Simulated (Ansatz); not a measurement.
# Sr2HfTiN4: complex band structure

A new crystal, Sr2HfTiN4: structure, gap and complex bands. It is built by putting Ti for part of the Hf in the SrHfN2 structure of space group P4/nmm, with the volume rescaled by atomic radii. The parent structure comes from the Materials Project.

Main program and level: Ansatz 0.2.0; PBE DFT, plane waves, PAW files, in the first sound run; inputs show where later runs differ.

The structure was built from a prototype and need not be the compound's stable phase.

## (1) The starting structure

Symmetry: P4mm, No. 99, tetragonal system. Conventional cell: a = 3.983 Å, b = 3.983 Å, c = 8.144 Å, α = 90.00°, β = 90.00°, γ = 90.00°. Nearest to Sr lie 5 N at 2.51 to 2.82 Å. Nearest to Ti lie 5 N at 1.97 to 2.13 Å. Nearest to Hf lie 5 N at 1.97 to 2.13 Å. N has 2 Hf at 2.13 Å and 2 Ti at 2.13 Å nearest. Nearest to N lie 1 Ti at 1.97 Å and 5 Sr at 2.51 to 2.82 Å. It derives from SrHfN2. Ti for part of the Hf in the SrHfN2 structure of space group P4/nmm. Farther neighbours and most contacts between anions are not listed.

Coordinates:

```cif
data_structure
_symmetry_space_group_name_H-M 'P 1'
_symmetry_Int_Tables_number 1
_cell_length_a 3.9834
_cell_length_b 3.9834
_cell_length_c 8.1441
_cell_angle_alpha 90.000
_cell_angle_beta 90.000
_cell_angle_gamma 90.000
_cell_volume 129.22
loop_
_atom_site_label
_atom_site_type_symbol
_atom_site_fract_x
_atom_site_fract_y
_atom_site_fract_z
_atom_site_occupancy
Sr1 Sr 0.00000 0.50000 0.14301 1
Sr2 Sr 0.50000 0.00000 0.85699 1
Ti3 Ti 0.00000 0.50000 0.59238 1
Hf4 Hf 0.50000 0.00000 0.40762 1
N5 N 0.00000 0.00000 0.50000 1
N6 N 0.50000 0.50000 0.50000 1
N7 N 0.00000 0.50000 0.83428 1
N8 N 0.50000 0.00000 0.16572 1
```

## (2) Cell and atoms at rest

The substituted atoms don't fit the parent's cell, so cell and atoms relax together. A small smearing keeps the run stable in case the gap closes on the way.

input.yaml reads:

```yaml
crystal:
  lattice:
    - [3.9833834139, 0.0, 0.0]
    - [0.0, 3.9833834139, 0.0]
    - [0.0, 0.0, 8.144051708]
  atoms:
    - { symbol: Sr, position: [0.0, 0.5, 0.14300832] }
    - { symbol: Sr, position: [0.5, 0.0, 0.85699168] }
    - { symbol: Ti, position: [0.0, 0.5, 0.59237743] }
    - { symbol: Hf, position: [0.5, 0.0, 0.40762257] }
    - { symbol: "N", position: [0.0, 0.0, 0.5] }
    - { symbol: "N", position: [0.5, 0.5, 0.5] }
    - { symbol: "N", position: [0.0, 0.5, 0.83427863] }
    - { symbol: "N", position: [0.5, 0.0, 0.16572137] }
kpoints:
  mp_grid: { grid: [6, 6, 4] }
scf:
  occupations: { method: gaussian, width: 0.03 }
hamiltonian:
  xc: pbe
output:
  forces: true
  stress: true
relax:
  f_tol: 0.02
  max_steps: 60
  cell: {}
```

Started as:

```console
> ansatz run input.yaml --threads 2 --pin off --max-ram 4096MiB --backend cpu --events-out ev --progress --plain --runs-dir out
```

Numbers of over 12 decimals in the logs are rounded to 6 here.

The program printed:

```text
Engine: ansatz 0.2.0, x86_64-unknown-linux-gnu
Pseudopotentials: kind: paw
Pseudopotential: Sr, paw, valence charge 10, recommended cutoff 420 eV (normal), Sr.paw.azcp
Pseudopotential: Ti, paw, valence charge 12, recommended cutoff 420 eV (normal), Ti.paw.azcp
Pseudopotential: Hf, paw, valence charge 26, recommended cutoff 420 eV (normal), Hf.paw.azcp
Pseudopotential: N, paw, valence charge 5, recommended cutoff 420 eV (normal), N.paw.azcp
Functional definition: PBE
  parameter kappa = 0.804
  parameter beta = 0.066725
  exchange = pbe_x(kappa = kappa, mu = beta*pi^2/3)
  correlation = pbe_c(beta = beta)
Crystal: 8 atoms, lattice volume = 129.224 Å³
Basis set: ecut = 420 eV, 2499 PW (Γ), exchange–correlation on 54×54×120 points (8 copies of the dense FFT grid, shifted against one another)
Bands: 47, of which v1, the nominal top of the filled ones, is band 39 counted from 1 (38 counted from 0)
Symmetry: 8 space group operations
Space group: P4mm (ITA 99), of the structure as read, at distance tolerance 5.1e-5 Å
k-points: 30 of 144 (time reversal used)
Non-local potential: Sr, projectors of the file, l = 0: 3, l = 1: 2, l = 2: 2
Non-local potential: Ti, projectors of the file, l = 0: 3, l = 1: 2, l = 2: 3, l = 3: 1
Non-local potential: Hf, projectors of the file, l = 0: 3, l = 1: 2, l = 2: 2, l = 3: 3
Non-local potential: N, projectors of the file, l = 0: 2, l = 1: 2, l = 2: 1
PAW form: soft (Blöchl's): semilocal exchange-correlation on the pseudo side does not see the compensation charge
PAW one-centre angular grid: Sr, 110 points (default); XC on 64 Gauss nodes
PAW one-centre angular grid: Ti, 590 points (default); XC on 64 Gauss nodes
PAW one-centre angular grid: Hf, 590 points (default); XC on 64 Gauss nodes
PAW one-centre angular grid: N, 110 points (default); XC on 64 Gauss nodes
Initial density: superposition of atomic densities (neutral atoms: chi_scale 0, normalization atom), corrected by the library's trained network
Initial wavefunctions: pseudopotential atomic-orbital guess
Functional: x = pbe(κ = 0.804, μ = 0.219515), c = pbe(β = 0.066725)
SCF iter   1: F=—  HF=-26855.998054 eV  |F-HF|=—  |Δ(HF+E_count)|=         —  Δρ=3.09e-3  dr2=1.43e-2  ethr=1.77e-3  ⟨swp⟩=8.1  Hψ=6423  notcnv=0  defer=4
preconditioner: auto → Resta (q_TF=auto, 2.508 Å⁻¹)  ε∞=5.5  [insulator: Δε(μ)=0.913 eV  Ē_g=11.755 eV  σ=0.030 eV  W_gap=1.00  n_scr=38 (ndim 8)  ℏωp=24.9 eV  f_vac=0.006  D(μ)=0.00/eV (n_scr^D=0)  ε∞_Penn≈5.5]
SCF iter   2: F=—  HF=-26855.999414 eV  |F-HF|=—  |Δ(HF+E_count)|=   1.36e-3  Δρ=1.49e-3  dr2=3.91e-3  ethr=1.83e-5  ⟨swp⟩=2.5  Hψ=2591  notcnv=0  defer=54
SCF iter   3: F=—  HF=-26855.999571 eV  |F-HF|=—  |Δ(HF+E_count)|=   1.57e-4  Δρ=4.23e-4  dr2=3.29e-4  ethr=5.02e-6  ⟨swp⟩=2.0  Hψ=1773  notcnv=0  defer=54
SCF iter   4: F=—  HF=-26855.999555 eV  |F-HF|=—  |Δ(HF+E_count)|=   1.57e-5  Δρ=1.57e-4  dr2=5.07e-5  ethr=4.22e-7  ⟨swp⟩=2.0  Hψ=1964  notcnv=0  defer=54
SCF iter   5: F=—  HF=-26855.999626 eV  |F-HF|=—  |Δ(HF+E_count)|=   7.13e-5  Δρ=6.15e-5  dr2=6.19e-6  ethr=6.50e-8  ⟨swp⟩=2.0  Hψ=2219  notcnv=0  defer=54
SCF iter   6: F=—  HF=-26855.999624 eV  |F-HF|=—  |Δ(HF+E_count)|=   2.68e-6  Δρ=3.45e-5  dr2=1.46e-6  ethr=7.94e-9  ⟨swp⟩=2.0  Hψ=2494  notcnv=0  defer=54
SCF iter   7: F=—  HF=-26855.999623 eV  |F-HF|=—  |Δ(HF+E_count)|=   2.18e-7  Δρ=1.43e-5  dr2=2.33e-7  ethr=1.87e-9  ⟨swp⟩=2.0  Hψ=2494  notcnv=0  defer=54
SCF iter   8: F=-26855.999624 eV  HF=-26855.999624 eV  |F-HF|=4.57e-9  |Δ(HF+E_count)|=   1.85e-7  Δρ=3.80e-6  dr2=2.09e-8  ethr=1.28e-10  ⟨swp⟩=4.9  Hψ=5057  notcnv=0
SCF 1 converged in 8 iterations: F = -26855.999624 eV  dr2 = 2.09e-8
  greatest PAW one-centre occupation: 0.999 electrons in one spin orbital (limit 2), on the Ti atom at site 2 (counted from 0), in its partial waves of l = 0
relax step   1: F+E_penalty+E_count = -26855.99962351 eV  Δ(F+E_penalty+E_count) = +0.000e0 eV  max|allowed force component| = 2.173e0 eV/Å  Δτ_max = 0.0000 Å  P = -2.440 GPa  Ω = 129.224 Å³  (8 SCF iters, dr2 threshold 1.00e-7 eV, accepted)
Crystal: 8 atoms, lattice volume = 126.418 Å³
Basis set: ecut = 420 eV, 2475 PW (Γ), exchange–correlation on 54×54×120 points (8 copies of the dense FFT grid, shifted against one another)
Initial density: handed on by an earlier stage of this run
Initial wavefunctions: those handed on with the density
iter 1 solved again at ethr=1.28e-3 eV; its pass at ethr=3.10e-3 eV (dr2=1.00e0 eV) is discarded
SCF iter   1: F=—  HF=-26856.414801 eV  |F-HF|=—  |Δ(HF+E_count)|=         —  Δρ=1.63e-2  dr2=9.91e-1  ethr=1.28e-3  ⟨swp⟩=1.1  Hψ=8269  notcnv=0
preconditioner: auto → Resta (q_TF=auto, 2.517 Å⁻¹)  ε∞=5.5  [insulator: Δε(μ)=0.314 eV  Ē_g=11.869 eV  σ=0.030 eV  W_gap=1.00  n_scr=38 (ndim 8)  ℏωp=25.2 eV  f_vac=0.013  D(μ)=0.00/eV (n_scr^D=0)  ε∞_Penn≈5.5]
SCF iter   2: F=—  HF=-26856.317456 eV  |F-HF|=—  |Δ(HF+E_count)|=   9.73e-2  Δρ=1.27e-2  dr2=2.38e-1  ethr=1.27e-3  ⟨swp⟩=3.5  Hψ=2499  notcnv=0  defer=10
SCF iter   3: F=—  HF=-26856.279851 eV  |F-HF|=—  |Δ(HF+E_count)|=   3.76e-2  Δρ=4.20e-3  dr2=4.97e-2  ethr=3.05e-4  ⟨swp⟩=3.0  Hψ=2479  notcnv=0  defer=68
SCF iter   4: F=—  HF=-26856.271878 eV  |F-HF|=—  |Δ(HF+E_count)|=   7.97e-3  Δρ=2.05e-3  dr2=9.15e-3  ethr=6.37e-5  ⟨swp⟩=2.4  Hψ=2202  notcnv=0  defer=68
SCF iter   5: F=—  HF=-26856.270172 eV  |F-HF|=—  |Δ(HF+E_count)|=   1.71e-3  Δρ=6.95e-4  dr2=8.28e-4  ethr=1.17e-5  ⟨swp⟩=2.0  Hψ=2371  notcnv=0  defer=68
SCF iter   6: F=—  HF=-26856.270052 eV  |F-HF|=—  |Δ(HF+E_count)|=   1.20e-4  Δρ=2.29e-4  dr2=1.15e-4  ethr=1.06e-6  ⟨swp⟩=2.0  Hψ=1789  notcnv=0  defer=68
SCF iter   7: F=—  HF=-26856.270070 eV  |F-HF|=—  |Δ(HF+E_count)|=   1.83e-5  Δρ=9.26e-5  dr2=1.30e-5  ethr=1.47e-7  ⟨swp⟩=2.0  Hψ=1956  notcnv=0  defer=68
SCF iter   8: F=—  HF=-26856.270075 eV  |F-HF|=—  |Δ(HF+E_count)|=   5.38e-6  Δρ=4.32e-5  dr2=2.75e-6  ethr=1.66e-8  ⟨swp⟩=2.0  Hψ=2509  notcnv=0  defer=68
SCF iter   9: F=-26856.270074 eV  HF=-26856.270074 eV  |F-HF|=8.46e-8  |Δ(HF+E_count)|=   1.70e-6  Δρ=1.79e-5  dr2=4.60e-7  ethr=1.03e-9  ⟨swp⟩=5.0  Hψ=5675  notcnv=0
SCF 2 converged in 9 iterations: F = -26856.270074 eV  dr2 = 4.60e-7
relax step   2: F+E_penalty+E_count = -26856.27007361 eV  Δ(F+E_penalty+E_count) = -2.705e-1 eV  max|allowed force component| = 1.416e0 eV/Å  Δτ_max = 0.1947 Å  P = -0.925 GPa  Ω = 126.418 Å³  energy of the carried Pulay correction = +5.188e-3 eV  (9 SCF iters, dr2 threshold 8.00e-7 eV, accepted)
Crystal: 8 atoms, lattice volume = 127.177 Å³
[...]
SCF iter   4: F=—  HF=-26856.322887 eV  |F-HF|=—  |Δ(HF+E_count)|=   8.58e-5  Δρ=4.24e-4  dr2=2.66e-4  ethr=1.65e-6  ⟨swp⟩=2.0  Hψ=2630  notcnv=0  defer=1
SCF iter   5: F=—  HF=-26856.322804 eV  |F-HF|=—  |Δ(HF+E_count)|=   8.32e-5  Δρ=1.58e-4  dr2=3.95e-5  ethr=3.41e-7  ⟨swp⟩=2.0  Hψ=2543  notcnv=0  defer=1
SCF iter   6: F=—  HF=-26856.322803 eV  |F-HF|=—  |Δ(HF+E_count)|=   1.35e-6  Δρ=6.11e-5  dr2=5.59e-6  ethr=5.06e-8  ⟨swp⟩=2.2  Hψ=2203  notcnv=0  defer=1
SCF iter   7: F=-26856.322805 eV  HF=-26856.322805 eV  |F-HF|=7.27e-8  |Δ(HF+E_count)|=   2.68e-6  Δρ=1.35e-5  dr2=2.69e-7  ethr=1.03e-9  ⟨swp⟩=5.0  Hψ=5868  notcnv=0
SCF 3 converged in 7 iterations: F = -26856.322805 eV  dr2 = 2.69e-7
relax step   3: F+E_penalty+E_count = -26856.32280536 eV  Δ(F+E_penalty+E_count) = -5.273e-2 eV  max|allowed force component| = 7.362e-1 eV/Å  Δτ_max = 0.1235 Å  P = +0.108 GPa  Ω = 127.177 Å³  energy of the carried Pulay correction = +3.774e-3 eV  (7 SCF iters, dr2 threshold 8.00e-7 eV, accepted)
[...]
relax step   4: F+E_penalty+E_count = -26856.35493713 eV  Δ(F+E_penalty+E_count) = -3.213e-2 eV  max|allowed force component| = 2.003e-1 eV/Å  Δτ_max = 0.0453 Å  P = -0.088 GPa  Ω = 126.510 Å³  energy of the carried Pulay correction = +5.015e-3 eV  (7 SCF iters, dr2 threshold 8.00e-7 eV, accepted)
[...]
relax step   5: F+E_penalty+E_count = -26856.35629394 eV  Δ(F+E_penalty+E_count) = -1.357e-3 eV  max|allowed force component| = 5.388e-2 eV/Å  Δτ_max = 0.0057 Å  P = +0.016 GPa  Ω = 126.379 Å³  energy of the carried Pulay correction = +5.260e-3 eV  (6 SCF iters, dr2 threshold 8.00e-7 eV, accepted)
[...]
relax step   6: F+E_penalty+E_count = -26856.35639876 eV  Δ(F+E_penalty+E_count) = -1.048e-4 eV  max|allowed force component| = 3.382e-2 eV/Å  Δτ_max = 0.0015 Å  P = -0.049 GPa  Ω = 126.417 Å³  energy of the carried Pulay correction = +5.189e-3 eV  (6 SCF iters, dr2 threshold 1.81e-7 eV, accepted)
[...]
relax step   7: F+E_penalty+E_count = -26856.35650094 eV  Δ(F+E_penalty+E_count) = -1.022e-4 eV  max|allowed force component| = 1.044e-2 eV/Å  Δτ_max = 0.0021 Å  P = -0.002 GPa  Ω = 126.382 Å³  energy of the carried Pulay correction = +5.254e-3 eV  (6 SCF iters, dr2 threshold 7.15e-8 eV, accepted)
[...]
relax step   8: F+E_penalty+E_count = -26856.35171492 eV  Δ(F+E_penalty+E_count) = +4.786e-3 eV  max|allowed force component| = 9.990e-3 eV/Å  Δτ_max = 0.0000 Å  P = -0.058 GPa  Ω = 126.382 Å³  stress off target by 6.89e-2 GPa  SCF on the basis re-selected at this cell (its energy is not comparable with the rows above)  (6 SCF iters)
[...]
relax step   9: F+E_penalty+E_count = -26856.35188213 eV  Δ(F+E_penalty+E_count) = -1.672e-4 eV  max|allowed force component| = 4.512e-3 eV/Å  Δτ_max = 0.0009 Å  P = +0.009 GPa  Ω = 126.305 Å³  energy of the carried Pulay correction = +1.465e-4 eV  (6 SCF iters, dr2 threshold 1.19e-8 eV, accepted)
iter 1 solved again at ethr=8.60e-7 eV; its pass at ethr=3.10e-3 eV (dr2=6.71e-4 eV) is discarded
SCF iter   1: F=—  HF=-26856.351839 eV  |F-HF|=—  |Δ(HF+E_count)|=         —  Δρ=5.81e-6  dr2=1.57e-8  ethr=8.60e-7  ⟨swp⟩=3.4  Hψ=10171  notcnv=0
eigensolver tolerance schedule: the retry pair's looser diagonalisation over-reported the residual by 42725.47 of it (diagonalisation noise at an unbounded share of the residual, at the tolerance the schedule requests for it); recorded, not acted on — ethr = c·dr2/N_el stays at c = 1.0e-1
preconditioner: auto → Resta (q_TF=auto, 2.518 Å⁻¹)  ε∞=5.3  [insulator: Δε(μ)=0.968 eV  Ē_g=12.078 eV  σ=0.030 eV  W_gap=1.00  n_scr=38 (ndim 8)  ℏωp=25.2 eV  f_vac=0.008  D(μ)=0.00/eV (n_scr^D=0)  ε∞_Penn≈5.3]
SCF iter   2: F=—  HF=-26856.351787 eV  |F-HF|=—  |Δ(HF+E_count)|=   5.15e-5  Δρ=2.73e-6  dr2=4.29e-9  ethr=2.01e-11  ⟨swp⟩=4.4  Hψ=4634  notcnv=0
SCF iter   3: F=—  HF=-26856.351787 eV  |F-HF|=—  |Δ(HF+E_count)|=   1.64e-9  Δρ=1.83e-6  dr2=1.62e-9  ethr=5.50e-12  ⟨swp⟩=2.0  Hψ=1517  notcnv=0
SCF iter   4: F=—  HF=-26856.351787 eV  |F-HF|=—  |Δ(HF+E_count)|=   1.96e-9  Δρ=3.43e-7  dr2=1.38e-10  ethr=2.08e-12  ⟨swp⟩=2.0  Hψ=2246  notcnv=0
iter 5 did not close the SCF: its close was put off for the readings that it lacked (scf_convergence_deferred on its scf_iter line)
SCF iter   5: F=-26856.351787 eV  HF=-26856.351787 eV  |F-HF|=1.46e-11  |Δ(HF+E_count)|=  3.64e-11  Δρ=1.02e-7  dr2=1.70e-11  ethr=1.00e-12  ⟨swp⟩=2.0  Hψ=1938  notcnv=0
SCF iter   6: F=-26856.351787 eV  HF=-26856.351787 eV  |F-HF|=3.64e-12  |Δ(HF+E_count)|=  3.64e-12  Δρ=1.21e-7  dr2=7.98e-12  ethr=1.00e-12  ⟨swp⟩=3.0  Hψ=4991  notcnv=0
SCF 10 converged in 6 iterations: F = -26856.351787 eV  dr2 = 7.98e-12
relax step  10: F+E_penalty+E_count = -26856.35178740 eV  Δ(F+E_penalty+E_count) = +9.473e-5 eV  max|allowed force component| = 4.515e-3 eV/Å  Δτ_max = 0.0000 Å  P = +0.008 GPa  Ω = 126.305 Å³  stress off target by 1.42e-2 GPa  SCF on the basis re-selected at this cell (its energy is not comparable with the rows above)  (6 SCF iters)
basis re-selected at this cell: Δ(F+E_penalty+E_count) = +9.473e-5 eV, ΔP = -0.001 GPa vs the last step (what re-selecting the basis moved, of the pressure what is left beyond the Pulay correction that the steps carried, after the strain that the cell walked since its last selection, with what the two solves' SCF thresholds leave and, on support functions, any second-order correction that the steps lacked; it is no m [...]
SCF converged after 6 iterations
Free energy (F): -26856.351787 eV
Harris-Foulkes:  -26856.351787 eV  (|F-HF|=3.64e-12)
Internal energy: -26856.351787 eV  (E = F + TS)
E sigma→0 (E₀):  -26856.351787 eV
Fermi energy:    11.461113 eV
--- Per-component energies (eV) ---
  E_band       = -376.921545
  E_kinetic    = 1710.144664
  E_local      = -11613.109884  (includes V_loc(G=0)·N_el)
  E_nonlocal   = -651.682412
  E_hartree    = 5053.121981
  E_xc         = -988.884424
  E_vxc        = -1023.436748  (∫ρ·V_xc dr)
  E_paw        = -13872.351452  (= ΣΔE_a)
  E_vpaw       = 1094.918429  (= ΣTr[D̂ρ^β])
  E_aug_tail   = 0.000452  (compensation charges beyond the density's cutoff)
  E_ewald      = -6493.590713
  E_smearing   = -0.000000  (= −TS)
  E_closure    = 0.000000  (closes the sum)
  Σ components = -26856.351787   (vs F -26856.351787, Δ=0.00e0)
--- Forces (eV/Å), atoms counted from 1 ---
  atom   1  Sr    -0.00000000    -0.00000000    -0.00193029
  atom   2  Sr     0.00000000     0.00000000     0.00105557
  atom   3  Ti    -0.00000000     0.00000000    -0.00380483
  atom   4  Hf     0.00000000    -0.00000000     0.00183852
  atom   5  N      0.00000000    -0.00000000    -0.00011774
  atom   6  N     -0.00000000     0.00000000    -0.00011774
  atom   7  N      0.00000000    -0.00000000     0.00451538
  atom   8  N     -0.00000000     0.00000000    -0.00143625
  max |Σ_I F_I| component: 2.63e-6 eV/Å
--- Stress (GPa, compression-positive) ---
        0.004392       0.000000       0.000000
        0.000000       0.004392      -0.000000
        0.000000      -0.000000       0.014167
  P = ⅓ Tr σ = 0.0077 GPa (0.077 kbar)
--- Relaxed structure (8 steps of the walk, 8 accepted, 2 SCFs on fresh bases) ---
  F+E_penalty+E_count = -26856.35178740 eV   max|allowed force component| = 4.515e-3 eV/Å   (the final SCF, on the basis selected at the relaxed cell)
  cell:  # Å, volume = 126.3053 Å³
    - [3.966238, 0.0, 0]
    - [0.0, 3.966238, 0.0]
    - [0, 0.0, 8.029050]
  atoms:
    - { symbol: Sr, position: [0, 0.500000, 0.138876] }
    - { symbol: Sr, position: [0.500000, 0.0, 0.836334] }
    - { symbol: Ti, position: [0, 0.500000, 0.594441] }
    - { symbol: Hf, position: [0.500000, 0.0, 0.413915] }
    - { symbol: N, position: [0, 0.0, 0.516018] }
    - { symbol: N, position: [0.500000, 0.500000, 0.516018] }
    - { symbol: N, position: [0, 0.500000, 0.821781] }
    - { symbol: N, position: [0.500000, 0.0, 0.162617] }
```

Run time: 84 s. Hardware: 2 threads of Intel Xeon Platinum 8259CL at 2.50GHz (Skylake/Cascade Lake), shared host; peak memory 0.56 GiB; 2.7 min of CPU time.

The steps of the relaxation:

```csv
step,energy less that of the first step (eV),largest force component (eV/Å),pressure (GPa),volume (Å³)
1,0.0000,2.1729,-2.44,129.22
2,-0.2704,1.4165,-0.93,126.42
3,-0.3232,0.7362,0.11,127.18
4,-0.3553,0.2003,-0.09,126.51
5,-0.3567,0.0539,0.02,126.38
6,-0.3568,0.0338,-0.05,126.42
7,-0.3569,0.0104,0.00,126.38
8*,-0.3521,0.0100,-0.06,126.38
9,-0.3523,0.0045,0.01,126.31
10*,-0.3522,0.0045,0.01,126.31
```

Relaxation steps marked * repeat the geometry before them on a plane-wave basis chosen anew for their cell, so energy and pressure can jump there.

Forces are held to the 8 operations that the run works with; a distortion that breaks them can't arise in this run.

```csv
"conventional cell, symmetrised",before,after,change
a (Å),3.983,3.966,-0.4 %
b (Å),3.983,3.966,-0.4 %
c (Å),8.144,8.029,-1.4 %
volume (Å³/atom),16.15,15.79,-2.3 %
```

The atoms that moved most (Å, as changes of fractional coordinates times the final cell):

```csv
atom,dx,dy,dz,length
Sr2,0.000,0.000,-0.166,0.166
N5,0.000,0.000,0.129,0.129
N6,0.000,0.000,0.129,0.129
N7,0.000,0.000,-0.100,0.100
Hf4,0.000,0.000,0.051,0.051
Sr1,0.000,0.000,-0.033,0.033
N8,0.000,0.000,-0.025,0.025
Ti3,0.000,0.000,0.017,0.017
```

The relaxed structure:

```cif
data_structure
_symmetry_space_group_name_H-M 'P 1'
_symmetry_Int_Tables_number 1
_cell_length_a 3.9662
_cell_length_b 3.9662
_cell_length_c 8.0291
_cell_angle_alpha 90.000
_cell_angle_beta 90.000
_cell_angle_gamma 90.000
_cell_volume 126.31
loop_
_atom_site_label
_atom_site_type_symbol
_atom_site_fract_x
_atom_site_fract_y
_atom_site_fract_z
_atom_site_occupancy
Sr1 Sr 0.00000 0.50000 0.13888 1
Sr2 Sr 0.50000 0.00000 0.83633 1
Ti3 Ti 0.00000 0.50000 0.59444 1
Hf4 Hf 0.50000 0.00000 0.41391 1
N5 N 0.00000 0.00000 0.51602 1
N6 N 0.50000 0.50000 0.51602 1
N7 N 0.00000 0.50000 0.82178 1
N8 N 0.50000 0.00000 0.16262 1
```

This step gave:

```
free energy  : -26856.3518 eV
Fermi energy : 11.46 eV
pressure     : 0.007650 GPa
```

The largest force component on a free atom ends at 0.0045 eV/Å.

[end of part 1 of 3]

[Logs are printed without paths, hosts, clocks, repeated set-up lines and the standing remarks that a program may print on its own settings, such as how far it seeks lower states.]

[Hosts, paths, dates, database ids (printed as entryN), source tags and the programs' standing remarks are cut or masked in the printed files.]

[New means built here by substitution; the compound itself may be known and measured.]
